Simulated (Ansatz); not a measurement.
## A scaling study of G0W0 on CsSrF3 (Pm-3m)

How does the cost of G0W0 grow with the cell? The test case is CsSrF3 (Pm-3m).

Main program and level: Ansatz 0.2.0; G0W0 on r2SCAN, plane waves, PAW.

This is a report of a sequence of runs, with most program output left out.

## (1) Set-up

It takes space group Pm-3m (No. 221, cubic). The conventional cell has a = 4.763 Å, b = 4.763 Å, c = 4.763 Å, α = 90.00°, β = 90.00°, γ = 90.00°. Cs has 12 F at 3.37 Å nearest. Sr has 6 F at 2.38 Å nearest. Nearest to F lie 2 Sr at 2.38 Å and 4 Cs at 3.37 Å. Farther neighbours and most contacts between anions are not listed.

Coordinates:

```cif
data_structure
_symmetry_space_group_name_H-M 'P 1'
_symmetry_Int_Tables_number 1
_cell_length_a 4.7632
_cell_length_b 4.7632
_cell_length_c 4.7632
_cell_angle_alpha 90.000
_cell_angle_beta 90.000
_cell_angle_gamma 90.000
_cell_volume 108.07
loop_
_atom_site_label
_atom_site_type_symbol
_atom_site_fract_x
_atom_site_fract_y
_atom_site_fract_z
_atom_site_occupancy
Cs1 Cs 0.00000 0.00000 0.00000 1
Sr2 Sr 0.50000 0.50000 0.50000 1
F3 F 0.00000 0.50000 0.50000 1
F4 F 0.50000 0.00000 0.50000 1
F5 F 0.50000 0.50000 0.00000 1
```

The cell and positions are those that the Materials Project relaxed with its own functionals (PBE, PBE+U or r2SCAN), kept fixed. Spin-orbit coupling is left out unless a step names it. The default PAW set here is soft_2. Its files were made with PBE.

## (2) 5 atoms (1×1×1 cells), 2×2×2 mesh

G0W0 replaces the xc potential by the self-energy, built once from these orbitals. Only a window of levels is corrected, while the sums run over the empty bands that the input names.

input.yaml

```yaml
crystal:
  lattice:
    - [4.76324701, 0.0, 0.0]
    - [0.0, 4.76324701, 0.0]
    - [0.0, 0.0, 4.76324701]
  atoms:
    - { symbol: Cs, position: [0.0, 0.0, 0.0] }
    - { symbol: Sr, position: [0.5, 0.5, 0.5] }
    - { symbol: F, position: [0.0, 0.5, 0.5] }
    - { symbol: F, position: [0.5, 0.0, 0.5] }
    - { symbol: F, position: [0.5, 0.5, 0.0] }
kpoints:
  mp_grid: { grid: [2, 2, 2] }
hamiltonian:
  xc: r2scan
scf:
  occupations: { method: fixed }
gw:
  n_empty_bands: 114
  ecut_chi: 60.0
  qp_bands: [v1, c1]
  qp_kpoints: band_edges
  screening: { model: contour_deformation }
```

On the command line:

```console
> ansatz run input.yaml --threads 16 --pin off --max-ram 36864MiB --backend cpu --events-out ev --progress --plain --runs-dir out
```

The job ended after 1.9 s (16 threads of Arm Neoverse V2, shared host; peak memory 0.68 GiB).

Numbers from this step:

* bands summed: 134
* RPA ε∞ on this mesh (eigenvalues): 2.088, 2.088, 2.088
* plane waves in the screening matrix: 123
* q-points in the mesh: 8
* G0W0 gap on the mesh: 9.835 eV
* k of the valence top: 0, 0, 0
* k of the conduction bottom: 0, 0, 0
* starting gap on the mesh: 7.163 eV
* Z at the valence top: 0.8034
* Z at the conduction bottom: 0.8899
* least direct G0W0 gap on the computed points: 9.835 eV

The gap on the mesh goes from 7.16 eV to 9.83 eV, a correction of +2.67 eV. Between the two edge states, bare exchange in place of the xc potential would open the gap by 11.04 eV, and correlation takes back 8.37 eV.

## (3) No symmetry, 2×2×2 mesh

input.yaml: that of step 2 with these lines changed.

```diff
@@ -11,2 +11,3 @@
     - { symbol: F, position: [0.5, 0.5, 0.0] }
+  symmetry: { detect: false }
 kpoints:
```

The job ended after 3.1 s (16 threads; peak memory 0.9 GiB; 37 s of CPU time).

Numbers from this step:

- bands summed: 134
- RPA ε∞ on this mesh (eigenvalues): 2.088, 2.088, 2.088
- plane waves in the screening matrix: 123
- G0W0 gap on the mesh: 9.835 eV
- k of the valence top: 0, 0, 0
- k of the conduction bottom: 0, 0, 0
- starting gap on the mesh: 7.163 eV
- least direct G0W0 gap on the computed points: 9.835 eV

Against the run with 2×2×2 mesh, 114 empty bands, screening to 60 eV, the gap moves by +0.000 eV.

## (4) 1 thread, 2×2×2 mesh

input.yaml: that of step 3 with these lines changed.

```diff
@@ -11,3 +11,2 @@
     - { symbol: F, position: [0.5, 0.5, 0.0] }
-  symmetry: { detect: false }
 kpoints:
```

On the command line:

```console
> ansatz run input.yaml --threads 1 --pin off --max-ram 36864MiB --backend cpu --events-out ev --progress --plain --runs-dir out
```

Wall time 12 s (1 thread); peak memory 0.47 GiB.

This step gave:

- bands summed: 134
- RPA ε∞ on this mesh (eigenvalues): 2.088, 2.088, 2.088
- plane waves in the screening matrix: 123
- G0W0 gap on the mesh: 9.835 eV
- k of the valence top: 0, 0, 0
- k of the conduction bottom: 0, 0, 0
- starting gap on the mesh: 7.163 eV
- least direct G0W0 gap on the computed points: 9.835 eV

Against the run with 2×2×2 mesh, 114 empty bands, screening to 60 eV, the gap moves by +0.000 eV.

## (5) 2 threads, 2×2×2 mesh

input.yaml is that of step 4.

On the command line:

```console
> ansatz run input.yaml --threads 2 --pin off --max-ram 36864MiB --backend cpu --events-out ev --progress --plain --runs-dir out
```

Run time: 6.5 s. Hardware: 2 threads; peak memory 0.53 GiB; 12 s of CPU time.

This step gave:

* bands summed: 134
* RPA ε∞ on this mesh (eigenvalues): 2.088, 2.088, 2.088
* plane waves in the screening matrix: 123
* G0W0 gap on the mesh: 9.835 eV
* k of the valence top: 0, 0, 0
* k of the conduction bottom: 0, 0, 0
* starting gap on the mesh: 7.163 eV
* least direct G0W0 gap on the computed points: 9.835 eV

Against the run with 2×2×2 mesh, 114 empty bands, screening to 60 eV, the gap moves by +0.000 eV.

## (6) 4 threads, 2×2×2 mesh

input.yaml is that of step 5.

On the command line:

```console
> ansatz run input.yaml --threads 4 --pin off --max-ram 36864MiB --backend cpu --events-out ev --progress --plain --runs-dir out
```

Run time: 3.6 s. Hardware: 4 threads; peak memory 0.66 GiB; 13 s of CPU time.

Numbers from this step:

| Property | Result |
| --- | --- |
| bands summed | 134 |
| RPA ε∞ on this mesh (eigenvalues) | 2.088, 2.088, 2.088 |
| plane waves in the screening matrix | 123 |
| G0W0 gap on the mesh | 9.835 eV |
| k of the valence top | 0, 0, 0 |
| k of the conduction bottom | 0, 0, 0 |
| starting gap on the mesh | 7.163 eV |
| least direct G0W0 gap on the computed points | 9.835 eV |

Against the run with 2×2×2 mesh, 114 empty bands, screening to 60 eV, the gap moves by +0.000 eV.

## (7) 8 threads, 2×2×2 mesh

input.yaml is that of step 6.

On the command line:

```console
> ansatz run input.yaml --threads 8 --pin off --max-ram 36864MiB --backend cpu --events-out ev --progress --plain --runs-dir out
```

It took 2.3 s on 8 threads; peak memory 0.67 GiB.

This step gave:

* bands summed: 134
* RPA ε∞ on this mesh (eigenvalues): 2.088, 2.088, 2.088
* plane waves in the screening matrix: 123
* G0W0 gap on the mesh: 9.835 eV
* k of the valence top: 0, 0, 0
* k of the conduction bottom: 0, 0, 0
* starting gap on the mesh: 7.163 eV
* least direct G0W0 gap on the computed points: 9.835 eV

Against the run with 2×2×2 mesh, 114 empty bands, screening to 60 eV, the gap moves by +0.000 eV.

## (8) 10 atoms (2×1×1 cells), 1×2×2 mesh

input.yaml

```yaml
crystal:
  lattice:
    - [9.52649402, 0.0, 0.0]
    - [0.0, 4.76324701, 0.0]
    - [0.0, 0.0, 4.76324701]
  atoms:
    - { symbol: Cs, position: [0.0, 0.0, 0.0] }
    - { symbol: Sr, position: [0.25, 0.5, 0.5] }
    - { symbol: F, position: [0.0, 0.5, 0.5] }
    - { symbol: F, position: [0.25, 0.0, 0.5] }
    - { symbol: F, position: [0.25, 0.5, 0.0] }
    - { symbol: Cs, position: [0.5, 0.0, 0.0] }
    - { symbol: Sr, position: [0.75, 0.5, 0.5] }
    - { symbol: F, position: [0.5, 0.5, 0.5] }
    - { symbol: F, position: [0.75, 0.0, 0.5] }
    - { symbol: F, position: [0.75, 0.5, 0.0] }
kpoints:
  mp_grid: { grid: [1, 2, 2] }
hamiltonian:
  xc: r2scan
scf:
  occupations: { method: fixed }
gw:
  n_empty_bands: 228
  ecut_chi: 60.0
  qp_bands: [v1, c1]
  qp_kpoints: band_edges
  screening: { model: contour_deformation }
```

On the command line:

```console
> ansatz run input.yaml --threads 16 --pin off --max-ram 36864MiB --backend cpu --events-out ev --progress --plain --runs-dir out
```

Elapsed: 5.4 s, on 16 threads; peak memory 1.4 GiB; 60 s of CPU time.

This step gave:

```yaml
bands_summed: 268
rpa_eps_infinity_on_this_mesh_eigenvalues: 2.088, 2.088, 2.088
plane_waves_in_the_screening_matrix: 233
g0w0_gap_on_the_mesh: 9.836 eV
k_of_the_valence_top: 0, 0, 0
k_of_the_conduction_bottom: 0, 0, 0
starting_gap_on_the_mesh: 7.164 eV
least_direct_g0w0_gap_on_the_computed_points: 9.836 eV
```

The gap on the mesh goes from 7.16 eV to 9.84 eV, a correction of +2.67 eV. Between the two edge states, bare exchange in place of the xc potential would open the gap by 11.04 eV, and correlation takes back 8.36 eV.

## (9) 20 atoms (2×2×1 cells), 1×1×2 mesh

input.yaml

```yaml
crystal:
  lattice:
    - [9.52649402, 0.0, 0.0]
    - [0.0, 9.52649402, 0.0]
    - [0.0, 0.0, 4.76324701]
  atoms:
    - { symbol: Cs, position: [0.0, 0.0, 0.0] }
    - { symbol: Sr, position: [0.25, 0.25, 0.5] }
    - { symbol: F, position: [0.0, 0.25, 0.5] }
    - { symbol: F, position: [0.25, 0.0, 0.5] }
    - { symbol: F, position: [0.25, 0.25, 0.0] }
    - { symbol: Cs, position: [0.0, 0.5, 0.0] }
    - { symbol: Sr, position: [0.25, 0.75, 0.5] }
    - { symbol: F, position: [0.0, 0.75, 0.5] }
    - { symbol: F, position: [0.25, 0.5, 0.5] }
    - { symbol: F, position: [0.25, 0.75, 0.0] }
    - { symbol: Cs, position: [0.5, 0.0, 0.0] }
    - { symbol: Sr, position: [0.75, 0.25, 0.5] }
    - { symbol: F, position: [0.5, 0.25, 0.5] }
    - { symbol: F, position: [0.75, 0.0, 0.5] }
    - { symbol: F, position: [0.75, 0.25, 0.0] }
    - { symbol: Cs, position: [0.5, 0.5, 0.0] }
    - { symbol: Sr, position: [0.75, 0.75, 0.5] }
    - { symbol: F, position: [0.5, 0.75, 0.5] }
    - { symbol: F, position: [0.75, 0.5, 0.5] }
    - { symbol: F, position: [0.75, 0.75, 0.0] }
kpoints:
  mp_grid: { grid: [1, 1, 2] }
hamiltonian:
  xc: r2scan
scf:
  occupations: { method: fixed }
gw:
  n_empty_bands: 456
  ecut_chi: 60.0
  qp_bands: [v1, c1]
  qp_kpoints: band_edges
  screening: { model: contour_deformation }
```

Run time: 20 s. Hardware: 16 threads; peak memory 3.2 GiB; 3.6 min of CPU time.

Numbers from this step:

* bands summed: 536
* RPA ε∞ on this mesh (eigenvalues): 2.088, 2.088, 2.088
* plane waves in the screening matrix: 455
* G0W0 gap on the mesh: 9.835 eV
* k of the valence top: 0, 0, 0
* k of the conduction bottom: 0, 0, 0
* starting gap on the mesh: 7.164 eV
* least direct G0W0 gap on the computed points: 9.835 eV

The gap on the mesh goes from 7.16 eV to 9.83 eV, a correction of +2.67 eV. Between the two edge states, bare exchange in place of the xc potential would open the gap by 11.04 eV, and correlation takes back 8.37 eV.

## (10) 40 atoms (2×2×2 cells), 1×1×1 mesh

input.yaml

```yaml
crystal:
  lattice:
    - [9.52649402, 0.0, 0.0]
    - [0.0, 9.52649402, 0.0]
    - [0.0, 0.0, 9.52649402]
  atoms:
    - { symbol: Cs, position: [0.0, 0.0, 0.0] }
    - { symbol: Sr, position: [0.25, 0.25, 0.25] }
    - { symbol: F, position: [0.0, 0.25, 0.25] }
    - { symbol: F, position: [0.25, 0.0, 0.25] }
    - { symbol: F, position: [0.25, 0.25, 0.0] }
    - { symbol: Cs, position: [0.0, 0.0, 0.5] }
    - { symbol: Sr, position: [0.25, 0.25, 0.75] }
    - { symbol: F, position: [0.0, 0.25, 0.75] }
[... 28 atom lines left out ...]
    - { symbol: Sr, position: [0.75, 0.75, 0.75] }
    - { symbol: F, position: [0.5, 0.75, 0.75] }
    - { symbol: F, position: [0.75, 0.5, 0.75] }
    - { symbol: F, position: [0.75, 0.75, 0.5] }
kpoints:
  mp_grid: { grid: [1, 1, 1] }
hamiltonian:
  xc: r2scan
scf:
  occupations: { method: fixed }
gw:
  n_empty_bands: 912
  ecut_chi: 60.0
  qp_bands: [v1, c1]
  qp_kpoints: band_edges
  screening: { model: contour_deformation }
```

It took 47 s on 16 threads; peak memory 6.9 GiB; 11 min of CPU time.

This step gave:

* bands summed: 1072
* RPA ε∞ on this mesh (eigenvalues): 2.088, 2.088, 2.088
* plane waves in the screening matrix: 925
* G0W0 gap on the mesh: 9.835 eV
* k of the valence top: 0, 0, 0
* k of the conduction bottom: 0, 0, 0
* starting gap on the mesh: 7.164 eV
* least direct G0W0 gap on the computed points: 9.835 eV

The gap on the mesh goes from 7.16 eV to 9.83 eV, a correction of +2.67 eV. Between the two edge states, bare exchange in place of the xc potential would open the gap by 11.04 eV, and correlation takes back 8.37 eV.

## (11) The runs together

A supercell on the folded mesh samples the same points as the primitive cell, so the gap should stay. Times are wall times on shared hardware, named with each run.

```tsv
run	mesh	irreducible k	bands	screening plane waves	threads	gap (eV)	time	CPU time	host memory (GiB)
5 atoms (1×1×1 cells)	2×2×2	4	134	123	16	9.835	1.9 s	17 s	0.68
no symmetry	2×2×2	8	134	123	16	9.835	3.1 s	37 s	0.90
1 thread	2×2×2	4	134	123	1	9.835	12 s	12 s	0.47
2 threads	2×2×2	4	134	123	2	9.835	6.5 s	12 s	0.53
4 threads	2×2×2	4	134	123	4	9.835	3.6 s	13 s	0.66
8 threads	2×2×2	4	134	123	8	9.835	2.3 s	14 s	0.67
10 atoms (2×1×1 cells)	1×2×2	3	268	233	16	9.836	5.4 s	60 s	1.4
20 atoms (2×2×1 cells)	1×1×2	2	536	455	16	9.835	20 s	3.6 min	3.2
40 atoms (2×2×2 cells)	1×1×1	1	1072	925	16	9.835	47 s	11 min	6.9
```

## (12) Results

```yaml
5_atoms_1x1x1_cells: 1.9 s, gap 9.83 eV
no_symmetry: 3.1 s, gap 9.83 eV
1_thread: 12 s, gap 9.83 eV
2_threads: 6.5 s, gap 9.83 eV
4_threads: 3.6 s, gap 9.83 eV
8_threads: 2.3 s, gap 9.83 eV
10_atoms_2x1x1_cells: 5.4 s, gap 9.84 eV
20_atoms_2x2x1_cells: 20 s, gap 9.83 eV
40_atoms_2x2x2_cells: 47 s, gap 9.83 eV
```

What this shows: From 5 to 40 atoms the gap stays within 0.001 eV, while the time grows 25-fold. Over the last step it grows as about the power 1.3 of the size; fewer k points offset part of the fourth-power cost of the screening. Without symmetry the mesh holds 8 points in place of 4, the time changes by less than twofold and the gap changes by +0.000 eV. Going from 1 to 16 threads speeds the run 6.5-fold, an efficiency of about 41 %. The host was shared, so single times are good to a factor of about two.

[Paths, hosts, dates, memory and timing lines, banners, echoed tables and standing remarks are left out of the program output.]

[Logs are printed without paths, hosts, clocks, repeated set-up lines and the standing remarks that a program may print on its own settings, such as how far it seeks lower states.]

[Runs of the session that timed out or met a known fault of the program may be left out.]

[Cells called generated may have been cut or substituted from an entry of the Crystallography Open Database or the Materials Project.]

[Hosts, paths, dates, database ids (printed as entryN), source tags and the programs' standing remarks are cut or masked in the printed files.]
